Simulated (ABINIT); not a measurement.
# Quasiparticle gap of ZnSe (Stilleite) in ABINIT, part 2 of 3

Aim: the G0W0 gap of ZnSe (Stilleite) on PBE, step by step.

ABINIT 10.8.3; PBE and many-body steps on it, plane waves. Known limits of the many-body steps: short of the basis limit; no spin-orbit coupling; coarse k mesh.

So far. Step 2 (Ground state): The gap is direct, at Γ.

## Step 3: Bands along the symmetry lines

Level of this step: DFT, PBE, plane waves, norm-conserving pseudopotentials (ABINIT).

Levels along a band path, at the cheap level, show where the edges lie and whether the meshes to come will hold them.

The input, run.abi:

```
acell 3*1.0 Angstrom
rprim 
  -0.000000000000 2.833800000000 2.833800000000
  2.833800000000 0.000000000000 2.833800000000
  2.833800000000 2.833800000000 -0.000000000000
ntypat 2
znucl 30 34
natom 2
typat 1 2
xred 
  0.000000000000 0.000000000000 0.000000000000
  0.250000000000 0.250000000000 0.250000000000
pp_dirpath "pseudos"
pseudos "Zn.upf, Se.upf"
ecut 48
iscf -2
irdden 1
kptopt 0
nkpt 50
kpt 
  0.00000000 0.00000000 0.00000000
  -0.06250000 -0.06250000 0.00000000
  -0.12500000 -0.12500000 0.00000000
  -0.18750000 -0.18750000 0.00000000
  -0.25000000 -0.25000000 0.00000000
  -0.31250000 -0.31250000 0.00000000
  -0.37500000 -0.37500000 0.00000000
  -0.43750000 -0.43750000 0.00000000
  -0.50000000 -0.50000000 0.00000000
  -0.48437500 -0.48437500 0.03125000
  -0.46875000 -0.46875000 0.06250000
  -0.45312500 -0.45312500 0.09375000
  -0.43750000 -0.43750000 0.12500000
  -0.42187500 -0.42187500 0.15625000
  -0.40625000 -0.40625000 0.18750000
  -0.39062500 -0.39062500 0.21875000
  -0.37500000 -0.37500000 0.25000000
  -0.37500000 0.00000000 0.37500000
  -0.32812500 0.00000000 0.32812500
  -0.28125000 0.00000000 0.28125000
  -0.23437500 0.00000000 0.23437500
  -0.18750000 0.00000000 0.18750000
  -0.14062500 0.00000000 0.14062500
  -0.09375000 0.00000000 0.09375000
  -0.04687500 0.00000000 0.04687500
  0.00000000 0.00000000 0.00000000
  0.00000000 0.00000000 0.06250000
  0.00000000 0.00000000 0.12500000
  0.00000000 0.00000000 0.18750000
  0.00000000 0.00000000 0.25000000
  0.00000000 0.00000000 0.31250000
  0.00000000 0.00000000 0.37500000
  0.00000000 0.00000000 0.43750000
  0.00000000 0.00000000 0.50000000
  -0.06250000 -0.03125000 0.46875000
  -0.12500000 -0.06250000 0.43750000
  -0.18750000 -0.09375000 0.40625000
  -0.25000000 -0.12500000 0.37500000
  -0.31250000 -0.15625000 0.34375000
  -0.37500000 -0.18750000 0.31250000
  -0.43750000 -0.21875000 0.28125000
  -0.50000000 -0.25000000 0.25000000
  -0.50000000 -0.28125000 0.21875000
  -0.50000000 -0.31250000 0.18750000
  -0.50000000 -0.34375000 0.15625000
  -0.50000000 -0.37500000 0.12500000
  -0.50000000 -0.40625000 0.09375000
  -0.50000000 -0.43750000 0.06250000
  -0.50000000 -0.46875000 0.03125000
  -0.50000000 -0.50000000 0.00000000
istwfk *1
nband 29
nbdbuf 2
tolwfr 1e-08
nstep 40
prtwf 0
prtvol 0
indata_prefix "in"
outdata_prefix "out"
tmpdata_prefix "tmp"
```

Launch:

```console
> OMP_NUM_THREADS=1 mpirun -n 4 abinit run.abi > log
```

Output:

```text
.Version 10.8.3 of ABINIT. v10.8.2 released Aug 2026.

 Symmetries : space group F-4 3 m (#216); Bravais cF (face-center cubic)
[... echo of the input left out ...]
== DATASET  1 ==================================================================
-   mpi_nproc: 4, omp_nthreads: 1 (-1 if OMP is not activated)

--- !DatasetInfo
iteration_state: {dtset: 1, }
dimensions: {natom: 2, nkpt: 50, mband: 29, nsppol: 1, nspinor: 1, nspden: 1, mpw: 4917, }
cutoff_energies: {ecut:  48.0, pawecutdg:  -1.0, }
electrons: {nelect:   4.40000000E+01, charge:   0.00000000E+00, occopt:   1.00000000E+00, tsmear:   1.00000000E-02, }

 Real(R)+Recip(G) space primitive vectors, cartesian coordinates (Bohr,Bohr^-1):
 R(1)=  0.0000000  5.3551059  5.3551059  G(1)= -0.0933688  0.0933688  0.0933688
 R(2)=  5.3551059  0.0000000  5.3551059  G(2)=  0.0933688 -0.0933688  0.0933688
 R(3)=  5.3551059  5.3551059  0.0000000  G(3)=  0.0933688  0.0933688 -0.0933688
 Unit cell volume ucvol=  3.0713845E+02 bohr^3
 Angles (23,13,12)=  6.00000000E+01  6.00000000E+01  6.00000000E+01 degrees

 getcut: wavevector=  0.0000  0.0000  0.0000  ngfft=  48  48  48
         ecut(hartree)=     48.000   => boxcut(ratio)=   2.03223

--- Pseudopotential description ------------------------------------------------
- Zn Generated using ONCVPSP code by D. R. Hamann
- 30.00000  20.00000  171031                  znucl, zion, pspdat
12 -101130 2 -1 1326                          pspcod,pspxc,lmax,lloc,mmax
     nproj     2     2     2
  pspatm : epsatm=   26.68164218
         --- l  ekb(1:nproj) -->
             0    2.827643   -1.532764
             1   -4.632527   -1.324876
             2   -6.943520   -2.557073
 pspatm: atomic psp has been read  and splines computed

- Se Generated using ONCVPSP code by D. R. Hamann
- 34.00000  24.00000  171031                  znucl, zion, pspdat
12 -101130 2 -1 1214                          pspcod,pspxc,lmax,lloc,mmax
     nproj     2     2     2
  pspatm : epsatm=   25.39064422
         --- l  ekb(1:nproj) -->
[...]
pspatm: atomic psp has been read  and splines computed

--------------------------------------------------------------------------------

================================================================================
 prteigrs : about to open file out_EIG
 Non-SCF case, kpt    1 (  0.00000  0.00000  0.00000), residuals and eigenvalues=
  3.39E-09  2.86E-09  5.98E-09  5.32E-09  7.61E-09  3.02E-09  4.24E-09  7.82E-09
  2.18E-09  3.21E-09  4.14E-09  1.76E-09  4.90E-09  2.39E-09  2.84E-09  9.89E-09
  4.17E-09  7.25E-09  9.91E-09  5.96E-09  3.30E-09  6.12E-09  1.70E-09  3.63E-09
  1.78E-09  6.17E-09  1.29E-09  5.03E-06  2.90E-05
 -7.4629E+00 -5.2385E+00 -5.2385E+00 -5.2385E+00 -4.4496E+00 -2.7650E+00
 -2.7650E+00 -2.7650E+00 -1.5698E+00 -1.5698E+00 -1.5698E+00 -1.5696E+00
 -1.5696E+00 -3.3425E-01 -8.7379E-02 -8.7379E-02 -8.7379E-02 -7.3851E-02
[...]
Non-SCF case, kpt    2 ( -0.06250 -0.06250  0.00000), residuals and eigenvalues=
[...]
6.94E-09  5.44E-09  8.45E-09  2.26E-07  1.45E-06
[...]
Non-SCF case, kpt    3 ( -0.12500 -0.12500  0.00000), residuals and eigenvalues=
[...]
Non-SCF case, kpt   49 ( -0.50000 -0.46875  0.03125), residuals and eigenvalues=
[...]
Non-SCF case, kpt   50 ( -0.50000 -0.50000  0.00000), residuals and eigenvalues=
[...]
-1.5696E+00 -2.9542E-01 -8.6236E-02 -7.8086E-02 -7.8086E-02 -7.2078E-02
 -6.7227E-02 -2.1500E-02  7.2844E-02  7.2844E-02  2.6295E-01  2.8045E-01
[...]
--- !ResultsGS
iteration_state: {dtset: 1, }
comment   : Summary of ground state results
lattice_vectors:
- [ -0.0000000,   5.3551059,   5.3551059, ]
- [  5.3551059,   0.0000000,   5.3551059, ]
- [  5.3551059,   5.3551059,  -0.0000000, ]
lattice_lengths: [   7.57326,    7.57326,    7.57326, ]
lattice_angles: [ 60.000,  60.000,  60.000, ] # degrees, (23, 13, 12)
lattice_volume:   3.0713845E+02
convergence: {deltae:  0.000E+00, res2:  0.000E+00, residm:  9.978E-09, diffor:  0.000E+00, }
etotal    :  -5.47356177E+02
entropy   :   0.00000000E+00
fermie    :   1.53041323E-01
cartesian_stress_tensor: null
pressure_GPa: null
xred      :
- [  0.0000E+00,   0.0000E+00,   0.0000E+00, Zn]
- [  2.5000E-01,   2.5000E-01,   2.5000E-01, Se]
cartesian_forces: null
force_length_stats: {min: null, max: null, mean: null, }

 Integrated electronic density in atomic spheres:
 ------------------------------------------------
 Atom  Sphere_radius  Integrated_density
[...]
================================================================================

 ----iterations are completed or convergence reached----

 Mean square residual over all n,k,spin=   48.025E-10; max=  99.776E-10
 reduced coordinates (array xred) for    2 atoms
       0.000000      0.000000      0.000000
       0.250000      0.250000      0.250000

 cartesian coordinates (angstrom) at end:
    1      0.000000     0.000000     0.000000
    2      1.416900     1.416900     1.416900
 length scales=  1.889726  1.889726  1.889726 bohr
              =  1.000000  1.000000  1.000000 angstroms
 prteigrs : about to open file out_EIG
 Eigenvalues (hartree) for nkpt=  50  k points:
 kpt#   1, nband= 29, wtk=  1.00000, kpt=  0.0000  0.0000  0.0000 (reduced coord)
[...]
kpt#   2, nband= 29, wtk=  1.00000, kpt= -0.0625 -0.0625  0.0000 (reduced coord)
[...]
kpt#   3, nband= 29, wtk=  1.00000, kpt= -0.1250 -0.1250  0.0000 (reduced coord)
[...]
kpt#  49, nband= 29, wtk=  1.00000, kpt= -0.5000 -0.4687  0.0313 (reduced coord)
[...]
0.54216    0.55971    0.56900    0.66542    0.68318
 kpt#  50, nband= 29, wtk=  1.00000, kpt= -0.5000 -0.5000  0.0000 (reduced coord)
[...]
-1.56977   -1.56975   -1.56975   -1.56961   -1.56960   -0.29542   -0.08624   -0.07809
  -0.07809   -0.07208   -0.06723   -0.02150    0.07284    0.07284    0.26295    0.28045
   0.54749    0.56671    0.56671    0.66715    0.68505

== END DATASET(S) ==============================================================
================================================================================

 -outvars: echo values of variables after computation  --------
            nband          29
             nkpt          50
          spgroup         216
 [... the other variables as echoed above ...]

 Calculation completed.
```

Run time: 22 s. Hardware: 4 MPI ranks of Intel Xeon 6975P-C (Granite Rapids), shared host; peak memory 0.41 GiB.

This step gave:

- gap: 1.288 eV
- k of the valence top: 0, 0, 0
- k of the conduction bottom: 0, 0, 0
- least direct gap: 1.288 eV

The gap is 1.288 eV, as in the run before at this level.

Electronic bands along the path, in eV, zero at the top of the highest filled band:

| point | band 19 | band 20 | band 21 | band 22 | band 23 | band 24 | band 25 | band 26 |
| --- | --- | --- | --- | --- | --- | --- | --- | --- |
| Γ | -6.17 | 0.00 | 0.00 | 0.00 | 1.29 | 5.81 | 5.81 | 5.81 |
| halfway | -6.15 | -2.88 | -1.25 | -1.25 | 3.93 | 4.03 | 8.04 | 8.04 |
| X | -5.99 | -4.75 | -2.18 | -2.18 | 2.99 | 3.47 | 10.73 | 11.26 |
| halfway | -5.96 | -4.74 | -2.56 | -2.08 | 3.26 | 4.06 | 9.97 | 10.51 |
| U | -5.91 | -4.71 | -3.08 | -1.79 | 3.59 | 5.60 | 9.05 | 9.28 |
| jump to K | -5.91 | -4.71 | -3.08 | -1.79 | 3.59 | 5.60 | 9.05 | 9.28 |
| halfway | -6.15 | -3.33 | -1.74 | -0.49 | 3.79 | 5.97 | 6.67 | 6.69 |
| Γ | -6.17 | 0.00 | 0.00 | 0.00 | 1.29 | 5.81 | 5.81 | 5.81 |
| halfway | -6.17 | -3.04 | -0.48 | -0.48 | 2.75 | 6.45 | 6.45 | 6.57 |
| L | -6.01 | -5.22 | -0.87 | -0.87 | 2.55 | 6.39 | 6.39 | 8.57 |
| halfway | -5.96 | -4.89 | -2.41 | -1.46 | 4.23 | 5.55 | 7.42 | 8.68 |
| W | -5.87 | -4.68 | -2.76 | -2.66 | 5.49 | 5.56 | 6.97 | 7.72 |
| halfway | -5.93 | -4.72 | -2.48 | -2.43 | 3.88 | 4.29 | 9.22 | 9.31 |
| X | -5.99 | -4.75 | -2.18 | -2.18 | 2.99 | 3.47 | 10.73 | 11.26 |

## Step 4: Empty states on the mesh, 4×4×4 mesh, 120 bands

The sums over transitions need many empty states on a uniform mesh; this step solves for them.

The input, run.abi:

```
acell 3*1.0 Angstrom
rprim 
  -0.000000000000 2.833800000000 2.833800000000
  2.833800000000 0.000000000000 2.833800000000
  2.833800000000 2.833800000000 -0.000000000000
ntypat 2
znucl 30 34
natom 2
typat 1 2
xred 
  0.000000000000 0.000000000000 0.000000000000
  0.250000000000 0.250000000000 0.250000000000
pp_dirpath "pseudos"
pseudos "Zn.upf, Se.upf"
ecut 48
ngkpt 4 4 4
nshiftk 1
shiftk 0 0 0
kptopt 1
chksymbreak 0
iscf -2
irdden 1
istwfk *1
nband 120
nbdbuf 10
tolwfr 1e-09
nstep 60
prtvol 0
indata_prefix "in"
outdata_prefix "out"
tmpdata_prefix "tmp"
```

Output:

```text
.Version 10.8.3 of ABINIT. v10.8.2 released Aug 2026.

 Symmetries : space group F-4 3 m (#216); Bravais cF (face-center cubic)
[... echo of the input left out ...]
== DATASET  1 ==================================================================
-   mpi_nproc: 4, omp_nthreads: 1 (-1 if OMP is not activated)

--- !DatasetInfo
iteration_state: {dtset: 1, }
dimensions: {natom: 2, nkpt: 8, mband: 120, nsppol: 1, nspinor: 1, nspden: 1, mpw: 4910, }
cutoff_energies: {ecut:  48.0, pawecutdg:  -1.0, }
electrons: {nelect:   4.40000000E+01, charge:   0.00000000E+00, occopt:   1.00000000E+00, tsmear:   1.00000000E-02, }

 Real(R)+Recip(G) space primitive vectors, cartesian coordinates (Bohr,Bohr^-1):
 R(1)=  0.0000000  5.3551059  5.3551059  G(1)= -0.0933688  0.0933688  0.0933688
 R(2)=  5.3551059  0.0000000  5.3551059  G(2)=  0.0933688 -0.0933688  0.0933688
 R(3)=  5.3551059  5.3551059  0.0000000  G(3)=  0.0933688  0.0933688 -0.0933688
 Unit cell volume ucvol=  3.0713845E+02 bohr^3
 Angles (23,13,12)=  6.00000000E+01  6.00000000E+01  6.00000000E+01 degrees

 getcut: wavevector=  0.0000  0.0000  0.0000  ngfft=  48  48  48
         ecut(hartree)=     48.000   => boxcut(ratio)=   2.03223

--- Pseudopotential description ------------------------------------------------
- Zn Generated using ONCVPSP code by D. R. Hamann
- 30.00000  20.00000  171031                  znucl, zion, pspdat
12 -101130 2 -1 1326                          pspcod,pspxc,lmax,lloc,mmax
     nproj     2     2     2
  pspatm : epsatm=   26.68164218
         --- l  ekb(1:nproj) -->
             0    2.827643   -1.532764
             1   -4.632527   -1.324876
             2   -6.943520   -2.557073
 pspatm: atomic psp has been read  and splines computed

- Se Generated using ONCVPSP code by D. R. Hamann
- 34.00000  24.00000  171031                  znucl, zion, pspdat
12 -101130 2 -1 1214                          pspcod,pspxc,lmax,lloc,mmax
     nproj     2     2     2
  pspatm : epsatm=   25.39064422
         --- l  ekb(1:nproj) -->
[...]
pspatm: atomic psp has been read  and splines computed

--------------------------------------------------------------------------------

================================================================================
 prteigrs : about to open file out_EIG
 Non-SCF case, kpt    1 (  0.00000  0.00000  0.00000), residuals and eigenvalues=
  1.93E-10  6.70E-11  9.34E-11  8.30E-11  7.39E-10  2.18E-10  1.23E-10  2.03E-10
  2.74E-10  3.78E-10  4.18E-10  3.54E-10  3.83E-10  6.53E-10  3.39E-10  7.69E-10
  6.00E-10  4.41E-10  8.80E-10  1.20E-10  4.92E-10  6.92E-10  3.16E-10  2.27E-10
[...]
-7.4629E+00 -5.2385E+00 -5.2385E+00 -5.2385E+00 -4.4496E+00 -2.7650E+00
 -2.7650E+00 -2.7650E+00 -1.5698E+00 -1.5698E+00 -1.5698E+00 -1.5696E+00
 -1.5696E+00 -3.3425E-01 -8.7379E-02 -8.7379E-02 -8.7379E-02 -7.3851E-02
[...]
3.2242E+00  3.2492E+00  3.2492E+00  3.2492E+00  3.2570E+00  3.2570E+00
  3.3016E+00  3.3016E+00  3.3016E+00  3.3228E+00  3.3605E+00  3.3750E+00
 prteigrs : prtvol=0 or 1, do not print more k-points.

--- !ResultsGS
iteration_state: {dtset: 1, }
comment   : Summary of ground state results
lattice_vectors:
- [ -0.0000000,   5.3551059,   5.3551059, ]
- [  5.3551059,   0.0000000,   5.3551059, ]
- [  5.3551059,   5.3551059,  -0.0000000, ]
lattice_lengths: [   7.57326,    7.57326,    7.57326, ]
lattice_angles: [ 60.000,  60.000,  60.000, ] # degrees, (23, 13, 12)
lattice_volume:   3.0713845E+02
convergence: {deltae:  0.000E+00, res2:  0.000E+00, residm:  9.943E-10, diffor:  0.000E+00, }
etotal    :  -5.47356177E+02
entropy   :   0.00000000E+00
fermie    :   1.53041323E-01
cartesian_stress_tensor: null
pressure_GPa: null
xred      :
- [  0.0000E+00,   0.0000E+00,   0.0000E+00, Zn]
- [  2.5000E-01,   2.5000E-01,   2.5000E-01, Se]
cartesian_forces: null
force_length_stats: {min: null, max: null, mean: null, }

 Integrated electronic density in atomic spheres:
 ------------------------------------------------
 Atom  Sphere_radius  Integrated_density
[...]
================================================================================

 ----iterations are completed or convergence reached----

 Mean square residual over all n,k,spin=   41.988E-11; max=  99.426E-11
 reduced coordinates (array xred) for    2 atoms
       0.000000      0.000000      0.000000
       0.250000      0.250000      0.250000

 cartesian coordinates (angstrom) at end:
    1      0.000000     0.000000     0.000000
    2      1.416900     1.416900     1.416900
 length scales=  1.889726  1.889726  1.889726 bohr
              =  1.000000  1.000000  1.000000 angstroms
 prteigrs : about to open file out_EIG
 Eigenvalues (hartree) for nkpt=   8  k points:
 kpt#   1, nband=120, wtk=  0.01563, kpt=  0.0000  0.0000  0.0000 (reduced coord)
[...]
3.16986    3.16987    3.22418    3.22418    3.22418    3.24918    3.24918    3.24918
   3.25704    3.25704    3.30164    3.30164    3.30164    3.32279    3.36050    3.37496
 prteigrs : prtvol=0 or 1, do not print more k-points.

== END DATASET(S) ==============================================================
================================================================================

 -outvars: echo values of variables after computation  --------
            nband         120
             nkpt           8
          spgroup         216
 [... the other variables as echoed above ...]

 Calculation completed.
```

Elapsed: 29 s, on 4 MPI ranks; peak memory 0.41 GiB; 1.9 min of CPU time.

Read from the output:

```yaml
gap: 1.288 eV
k_of_the_valence_top: 0, 0, 0
k_of_the_conduction_bottom: 0, 0, 0
least_direct_gap: 1.288 eV
k_points_computed: 8
lowest_point_of_the_top_converged_band_above_the_valence_top: 81.6638 eV
```

On this mesh the gap is 1.288 eV.

## Step 5: Screening, 4×4×4 mesh, 110 bands, screening to 149.7 eV

The RPA dielectric matrix is built and inverted for each q.

This step: RPA screening on PBE, plane waves, norm-conserving pseudopotentials.

run.abi: that of step 4 with these lines changed.

```diff
@@ -20,10 +20,11 @@
 chksymbreak 0
-iscf -2
-irdden 1
 istwfk *1
-nband 120
-nbdbuf 10
-tolwfr 1e-09
-nstep 60
-prtvol 0
+occopt 1
+irdwfk 1
+optdriver 3
+nband 110
+ecuteps 5.5
+inclvkb 2
+awtr 1
+symchi 1
 indata_prefix "in"
```

Output:

```text
.Version 10.8.3 of ABINIT. v10.8.2 released Aug 2026.

 Symmetries : space group F-4 3 m (#216); Bravais cF (face-center cubic)
[... echo of the input left out ...]
== DATASET  1 ==================================================================
-   mpi_nproc: 4, omp_nthreads: 1 (-1 if OMP is not activated)

--- !DatasetInfo
iteration_state: {dtset: 1, }
dimensions: {natom: 2, nkpt: 8, mband: 110, nsppol: 1, nspinor: 1, nspden: 1, mpw: 4910, }
cutoff_energies: {ecut:  48.0, pawecutdg:  -1.0, }
electrons: {nelect:   4.40000000E+01, charge:   0.00000000E+00, occopt:   1.00000000E+00, tsmear:   1.00000000E-02, }

 SCREENING: Calculation of the susceptibility and dielectric matrices

 Based on a program developped by R.W. Godby, V. Olevano, G. Onida, and L. Reining.
 Incorporated in ABINIT by V. Olevano, G.-M. Rignanese, and M. Torrent.
.Using double precision arithmetic ; gwpc =  8

[... cell and pseudopotentials left out ...]
--------------------------------------------------------------------------------

 ==== K-mesh for the wavefunctions ====
 Number of points in the irreducible wedge :     8
[... list of points left out ...]
 Together with 24 symmetry operations and time-reversal symmetry
 yields    64 points in the full Brillouin Zone.

 ==== Q-mesh for the screening function ====
 Number of points in the irreducible wedge :     8
[... list of points left out ...]
 Together with 24 symmetry operations and time-reversal symmetry
 yields    64 points in the full Brillouin Zone.

 setmesh: FFT mesh size selected  =    32x   32x   32
          total number of points  =        32768

 vcoul_init : cutoff-mode = AUXILIARY_FUNCTION
 q-points for optical limit:   1
     1)      0.000010    0.000020    0.000030

- screening: taking advantage of time-reversal symmetry
- Maximum band index for partially occupied states nbvw = 22
- Remaining bands to be divided among processors   nbcw = 88
- Number of bands treated by each node ~22

 Number of electrons calculated from density =   44.0000; Expected =   44.0000
 average of density, n =  0.143258
 r_s =    1.1856
 omega_plasma =   36.5103 [eV]

 calculating chi0 at frequencies [eV] :
  1    0.000000E+00    0.000000E+00
  2    0.000000E+00    3.651025E+01

--------------------------------------------------------------------------------
  q-point number  1        q = ( 0.000000, 0.000000, 0.000000) [r.l.u.]
--------------------------------------------------------------------------------
[... chi0 elements left out ...]
 For q-point:  0.000010 0.000020 0.000030
  dielectric constant =  13.5187
  dielectric constant without local fields =  14.4692

  Average fulfillment of the sum rule on Im[epsilon] for q-point    1 :     34.84  [%]
[... wings left out ...]
  q-point number  2        q = ( 0.250000, 0.000000, 0.000000) [r.l.u.]
--------------------------------------------------------------------------------
[... chi0 elements left out ...]
  Average fulfillment of the sum rule on Im[epsilon] for q-point    2 :     41.29  [%]

 [... 6 further q-points ...]
```

It took 36 s on 4 MPI ranks; peak memory 1.2 GiB; 2.4 min of CPU time.

This step gave:

- ε∞ with local fields, on this mesh: 13.52
- ε∞ without local fields, on this mesh: 14.47
- plasma frequency: 36.51 eV
- plane waves in the screening matrix: 169

Local fields lower ε∞ by 7 %. On a Γ-centred mesh this coarse the value itself is usually too large, while a short band sum pulls it down.

(Continued in part 3 of 3.)

[Long decimals in the printed logs are rounded to 6 places.]

[Logs are printed without paths, hosts, clocks, repeated set-up lines and the standing remarks that a program may print on its own settings, such as how far it seeks lower states.]

[Paths, hosts, dates, memory and timing lines, banners, echoed tables and standing remarks are left out of the program output; an Ansatz launch command may be rebuilt from the run's recorded settings. Measured values are a selection of at most five: reports struck by readers or far from the other reports are left out. None is set beside runs whose start may be inverted or whose files or cutoffs have a known fault.]

[Runs of the session that timed out or met a known fault of the program may be left out.]

[Hosts, paths, dates, database ids (printed as entryN), source tags and the programs' standing remarks are cut or masked in the printed files.]

[G0W0 gaps are taken among the corrected bands and points alone; a level outside them can change the order at an edge.]

[Where Ansatz stands beside ABINIT at settings called matched, ABINIT's density can come from a denser mesh and the files from another edition; pairs whose starting gaps differed by over 0.03 eV were left out, so agreement reads better than it is.]
